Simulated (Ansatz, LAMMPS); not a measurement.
# Amorphous Ge (61 atoms): geometry optimisation

How does amorphous Ge (61 atoms) relax, and what do bonds, charges and levels look like afterwards?

Program: Ansatz 0.2.0. Level of theory: Kohn-Sham DFT, PBEsol, PAW (set soft_2), plane waves. Results are calculated unless marked as measured.

## (1) Set-up

The cell holds 61 atoms: 61 Ge. Its edges and angles: a = 11.512 Å, b = 11.512 Å, c = 11.512 Å, α = 90.0°, β = 90.0°, γ = 90.0°. 61 atoms (61 Ge) placed at random at 4.82 g/cm³, melted at 3500 K for 10 ps at fixed volume with the Tersoff potential (Tersoff, Phys. Rev. B 39, 5566 (1989)). Quenched from 3500 K to 100 K at 5 K/ps and fixed volume, held 5 ps, then minimised at fixed cell.

Limits known from the start: The quench rate of 5 K/ps is orders of magnitude faster than experiment, which tends to freeze in extra defects. The network of bonds at the start is that of the classical potential that made the cell. The Brillouin zone is sampled at Γ only, in a cell whose shortest periodic width is 12 Å.

## (2) Single point at the start

The forces at the start show how far the geometry lies from a minimum of this functional.

input.yaml reads:

```yaml
crystal:
  lattice:
    - [11.5121, 0.0, 0.0]
    - [0.0, 11.5121, 0.0]
    - [0.0, 0.0, 11.5121]
  atoms:
    - { symbol: Ge, position: [0.21254, 0.51305, 0.53984] }
    - { symbol: Ge, position: [0.3725, 0.37445, 0.50178] }
    - { symbol: Ge, position: [0.6875, 0.5744, 0.55275] }
    - { symbol: Ge, position: [0.65961, 0.26455, 0.69451] }
    [... 51 atom lines left out ...]
    - { symbol: Ge, position: [0.29793, 0.63755, 0.84881] }
    - { symbol: Ge, position: [0.6211, 0.3208, 0.35341] }
    - { symbol: Ge, position: [0.7393, 0.36101, 0.52564] }
    - { symbol: Ge, position: [0.89369, 0.83785, 0.42468] }
    - { symbol: Ge, position: [0.56273, 0.79473, 0.73376] }
    - { symbol: Ge, position: [0.82317, 0.5489, 0.88982] }
kpoints:
  mp_grid: { grid: [1, 1, 1] }
hamiltonian:
  xc: pbesol
scf:
  occupations: { method: gaussian, width: 0.05 }
output:
  forces: true
  stress: true
  populations: true
  dos:
    method: { smearing: { sigma: 0.15 } }
    de: 0.1
    projected: { site_lists: { Ge: [Ge] } }
  eigenvalues: true
```

Launch:

```
> ansatz run input.yaml --threads 4 --pin off --max-ram 8192MiB --backend cpu --events-out ev --progress --plain --runs-dir out
```

Run time: 33 s. Hardware: 4 threads of Arm Neoverse V1, shared host; peak memory 2.2 GiB.

The run gave:

* free energy: -259448.7818 eV
* free energy per atom: -4253.2587 eV/atom
* SCF cycles: 11
* pressure: -2.377 GPa
* r.m.s. force component: 0.2191 eV/Å
* longest force: 0.8292 eV/Å
* Fermi energy: 6.934 eV
* levels partly filled by over 2 per cent: 2
* spilling of the projection: 0.001573

The r.m.s. force component of 0.22 eV/Å and the pressure of -2.4 GPa set the starting point.

Neighbours are counted within 2.98 Å (Ge-Ge).

Length of the force by element and coordination:

| element | coordination | atoms | mean length of the force (eV/Å) | spread | least | most |
| --- | --- | --- | --- | --- | --- | --- |
| Ge | all | 61 | 0.332 | 0.184 | 0.0613 | 0.829 |
| Ge | 3 | 1 | 0.437 | 0 | 0.437 | 0.437 |
| Ge | 4 | 55 | 0.309 | 0.165 | 0.0613 | 0.829 |
| Ge | 5 | 5 | 0.563 | 0.227 | 0.205 | 0.784 |

## (3) Relaxation

With the cell held, the atoms are moved downhill towards a nearby minimum.

input.yaml, the sections that differ from step 2:

```yaml
output:
  forces: true
relax:
  f_tol: 0.05
  max_steps: 200
# crystal, kpoints, hamiltonian, scf: as in step 2
```

Wall time 3.2 min (4 threads); peak memory 2.2 GiB.

The steps of the relaxation:

| step | energy less that of the first step (eV) | largest force component (eV/Å) |
| --- | --- | --- |
| 1 | 0.0000 | 0.6946 |
| 2 | -0.8425 | 0.3504 |
| 3 | -1.1049 | 0.2519 |
| 4 | -1.1898 | 0.2049 |
| 5 | -1.2243 | 0.1770 |
| 6 | -1.2530 | 0.1240 |
| 7 | -1.2750 | 0.1277 |
| 8 | -1.3058 | 0.1170 |
| 9 | -1.3481 | 0.1250 |
| 10 | -1.3882 | 0.0826 |
| 11 | -1.4001 | 0.1045 |
| 12 | -1.4105 | 0.0418 |
| 13 | -1.4105 | 0.0418 |

The atoms that moved most (Å):

| atom | dx | dy | dz | length |
| --- | --- | --- | --- | --- |
| Ge46 | -0.411 | -0.952 | 0.363 | 1.099 |
| Ge12 | 0.277 | 0.550 | -0.165 | 0.637 |
| Ge31 | 0.015 | -0.319 | 0.294 | 0.434 |
| Ge18 | -0.191 | -0.383 | 0.042 | 0.430 |
| Ge57 | 0.095 | 0.361 | 0.183 | 0.416 |
| Ge8 | 0.331 | 0.052 | -0.232 | 0.408 |
| Ge54 | -0.285 | -0.222 | 0.121 | 0.381 |
| Ge38 | 0.219 | -0.175 | -0.234 | 0.365 |

The relaxation changed the energy by -23.1 meV/atom, and atoms moved by 0.26 Å r.m.s., 1.1 Å at most.

## (4) Structure statistics after relaxation

Bonds before and after, by the cutoffs listed below:

| pair | bonds before | bonds after | mean before (Å) | mean after (Å) | spread before (Å) | spread after (Å) |
| --- | --- | --- | --- | --- | --- | --- |
| Ge-Ge | 124 | 120 | 2.540 | 2.537 | 0.079 | 0.065 |

Density 4.82 g/cm³, 25.01 Å³ an atom.

Pair distribution function in bins of 0.2 Å:

| r (Å) | total |
| --- | --- |
| 2.40 | 1.77 |
| 2.60 | 4.18 |
| 2.80 | 0.13 |
| 3.00 | 0.25 |
| 3.20 | 0.13 |
| 3.40 | 0.17 |
| 3.60 | 0.45 |
| 3.80 | 1.54 |
| 4.00 | 1.67 |
| 4.20 | 2.00 |
| 4.40 | 1.39 |
| 4.60 | 0.82 |
| 4.80 | 0.80 |
| 5.00 | 0.82 |
| 5.20 | 0.97 |
| 5.40 | 0.86 |
| 5.60 | 0.82 |

Bonds by pair of elements; cutoffs follow the first minimum of g(r), held within bounds set by covalent radii, and pairs that aren't listed don't count as bonded:

| pair A-B | cutoff (Å) | bonds | mean length (Å) | spread (Å) | shortest (Å) | B about A | A about B |
| --- | --- | --- | --- | --- | --- | --- | --- |
| Ge-Ge | 2.88 | 120 | 2.54 | 0.065 | 2.4 | 3.93 | 3.93 |

How many atoms have how many bonded neighbours:

| element | mean | 2 | 3 | 4 |
| --- | --- | --- | --- | --- |
| Ge | 3.93 | 1 | 2 | 58 |

Bond angles, per cent of each kind in bins of 5°:

| angle (°) | Ge-Ge-Ge |
| --- | --- |
| 70–75 | 0.6 |
| 75–80 | 0.8 |
| 80–85 | 0.6 |
| 85–90 | 2.0 |
| 90–95 | 5.1 |
| 95–100 | 13.0 |
| 100–105 | 16.1 |
| 105–110 | 16.9 |
| 110–115 | 17.2 |
| 115–120 | 11.5 |
| 120–125 | 8.5 |
| 125–130 | 3.9 |
| 130–135 | 1.4 |
| 135–140 | 1.4 |
| 140–145 | 0.6 |
| 145–150 | 0.3 |
| 150–155 | 0.0 |
| 155–160 | 0.3 |

Bond angles (no mean is given where the spread exceeds 20°):

| angle | count | mean (°) | spread (°) |
| --- | --- | --- | --- |
| Ge-Ge-Ge | 355 | 109 | 11.8 |

Bond length by coordination (bonds to H left out):

| element | coordination | atoms | mean bond length (Å) |
| --- | --- | --- | --- |
| Ge | 2 | 1 | 2.65 |
| Ge | 3 | 2 | 2.49 |
| Ge | 4 | 58 | 2.54 |

Rings of the network by King's shortest-path rule, up to 12 atoms, one path for each pair of neighbours; H, halogens, alkali and alkaline-earth atoms are left out, and the last column divides by all other atoms, bonded or not:

| ring size (atoms) | rings | per network atom |
| --- | --- | --- |
| 4 | 3 | 0.049 |
| 5 | 23 | 0.377 |
| 6 | 39 | 0.639 |
| 7 | 34 | 0.557 |
| 8 | 3 | 0.049 |
| 9 | 1 | 0.016 |

The first peak of g(r) lies near 2.5 Å. Counting bonds as in the table, 95 % of Ge atoms have 4 bonded neighbours. The Ge-Ge-Ge angle averages 109° with a spread of 12°. Rings of 6 atoms are the most common (38 % of those counted); sizes run from 4 to 9.

## (5) Single point at the relaxed geometry

The electronic structure is read at the final geometry, in a run of its own.

input.yaml reads:

```yaml
crystal:
  lattice:
    - [11.5121, 0.0, 0.0]
    - [0.0, 11.5121, 0.0]
    - [0.0, 0.0, 11.5121]
  atoms:
    - { symbol: Ge, position: [0.22802, 0.51972, 0.54074] }
    - { symbol: Ge, position: [0.39388, 0.37738, 0.49355] }
    - { symbol: Ge, position: [0.6912, 0.57184, 0.56259] }
    - { symbol: Ge, position: [0.67348, 0.27604, 0.70975] }
    [... 51 atom lines left out ...]
    - { symbol: Ge, position: [0.2896, 0.63328, 0.85757] }
    - { symbol: Ge, position: [0.62935, 0.35217, 0.36931] }
    - { symbol: Ge, position: [0.75252, 0.36667, 0.53942] }
    - { symbol: Ge, position: [0.88178, 0.84633, 0.41998] }
    - { symbol: Ge, position: [0.55795, 0.80351, 0.72817] }
    - { symbol: Ge, position: [0.816, 0.56162, 0.86937] }
kpoints:
  mp_grid: { grid: [1, 1, 1] }
hamiltonian:
  xc: pbesol
scf:
  occupations: { method: gaussian, width: 0.05 }
output:
  forces: true
  stress: true
  populations: true
  dos:
    method: { smearing: { sigma: 0.15 } }
    de: 0.1
    projected: { site_lists: { Ge: [Ge] } }
  eigenvalues: true
  write_density: true
  write_potential: true
  volumetric_format: npy
```

Wall time 40 s (4 threads); peak memory 2.2 GiB; 2.6 min of CPU time.

The run gave:

| Item | Value |
| --- | --- |
| free energy | -259450.1923 eV |
| free energy per atom | -4253.2818 eV/atom |
| SCF cycles | 13 |
| pressure | -2.672 GPa |
| r.m.s. force component | 0.01344 eV/Å |
| longest force | 0.05049 eV/Å |
| Fermi energy | 6.956 eV |
| gap (highest filled to lowest empty level) | 0.4107 eV |
| spilling of the projection | 0.001559 |

The mean of these charges, 0.022 e, is only the charge that the projection spills.

Löwdin charges by element and coordination (they lack the spilled electrons, 0.022 e an atom on average):

| element | coordination | atoms | mean charge (e) | spread | least | most |
| --- | --- | --- | --- | --- | --- | --- |
| Ge | all | 61 | 0.0218 | 0.0226 | -0.029 | 0.123 |
| Ge | 2 | 1 | 0.0557 | 0 | 0.0557 | 0.0557 |
| Ge | 3 | 2 | 0.0999 | 0.0236 | 0.0762 | 0.123 |
| Ge | 4 | 58 | 0.0185 | 0.0167 | -0.029 | 0.0546 |

States in the cell by windows of 1 eV, zero at the Fermi level; the larger projections on atomic orbitals stand beside the total:

| from (eV) | to (eV) | total | Ge p | Ge s |
| --- | --- | --- | --- | --- |
| -10 | -9 | 17.1 | 4.9 | 12.2 |
| -9 | -8 | 16.4 | 5.1 | 11.3 |
| -8 | -7 | 19.1 | 6.6 | 12.4 |
| -7 | -6 | 15.6 | 6.6 | 8.9 |
| -6 | -5 | 13.6 | 6.7 | 6.9 |
| -5 | -4 | 9.7 | 6.2 | 3.4 |
| -4 | -3 | 25.8 | 24.1 | 1.5 |
| -3 | -2 | 31.3 | 28.7 | 2.4 |
| -2 | -1 | 42.6 | 39.8 | 2.4 |
| -1 | 0 | 20.8 | 18.8 | 1.8 |
| 0 | 1 | 16.2 | 11.6 | 4.1 |
| 1 | 2 | 30.6 | 21.5 | 7.4 |
| 2 | 3 | 34.7 | 25.8 | 5.8 |
| 3 | 4 | 37.5 | 28.2 | 4.5 |
| 4 | 5 | 39.0 | 28.3 | 3.5 |

Between -26 and -10 eV lie 642 more states.

The levels nearest the highest filled one (over half full), pooled over k-points and spins:

| level less the highest filled one (eV) | occupation |
| --- | --- |
| -0.460 | 2 |
| -0.456 | 2 |
| -0.409 | 2 |
| -0.238 | 2 |
| -0.127 | 2 |
| 0 | 2 |
| 0.411 | 0 |
| 0.664 | 0 |
| 0.704 | 0 |
| 0.787 | 0 |
| 0.840 | 0 |
| 0.939 | 0 |

Löwdin charges run from -0.03 to +0.12 e, about a mean that is the spilled charge alone. The largest share in the top eV of filled states is Ge p (93 % of the projected weight), and in the lowest eV of empty states Ge p (73 % of the projected weight).

## (6) Outcome

```
energy change in the relaxation                  : -23.12 meV/atom
r.m.s. displacement                              : 0.262 Å
largest displacement                             : 1.099 Å
free energy per atom                             : -4253.2818 eV/atom
pressure                                         : -2.672 GPa
r.m.s. force component                           : 0.01344 eV/Å
gap (highest filled to lowest empty level) : 0.4107 eV
wall time of the 3 DFT runs                      : 4.4 min
```

What this shows: Relaxation lowers the energy by 23.1 meV/atom and moves atoms by 0.26 Å r.m.s.; the r.m.s. force component goes from 0.22 to 0.013 eV/Å, the pressure goes from -2.4 to -2.7 GPa. By the final cutoffs 5 of 124 bonded pairs parted and 1 joined. From the first step to the last the energy fell by 1.411 eV, and the largest move was 1.10 Å (Ge46). The Ge-Ge bonds go from 2.540 Å (spread 0.079) to 2.537 Å (spread 0.065), and their number from 124 to 120. Counting bonds as in the table, 95 % of Ge atoms have 4 bonded neighbours. The highest filled and lowest empty levels differ by 0.411 eV (at Γ alone); a semilocal functional tends to put such gaps too low. In a disordered cell it changes from sample to sample, and tail or defect levels can set it.

**Limits.** The starting topology of bonds comes from the classical model; in DFT 5 of its 124 bonded pairs passed out of the cutoffs and 1 came within them. The pressure of -2.7 GPa says that the cell would shrink at this level of theory.

[Logs are printed without paths, hosts, clocks, repeated set-up lines and the standing remarks that a program may print on its own settings, such as how far it seeks lower states.]

[Hosts, paths, dates, database ids (printed as entryN), source tags and the programs' standing remarks are cut or masked in the printed files.]
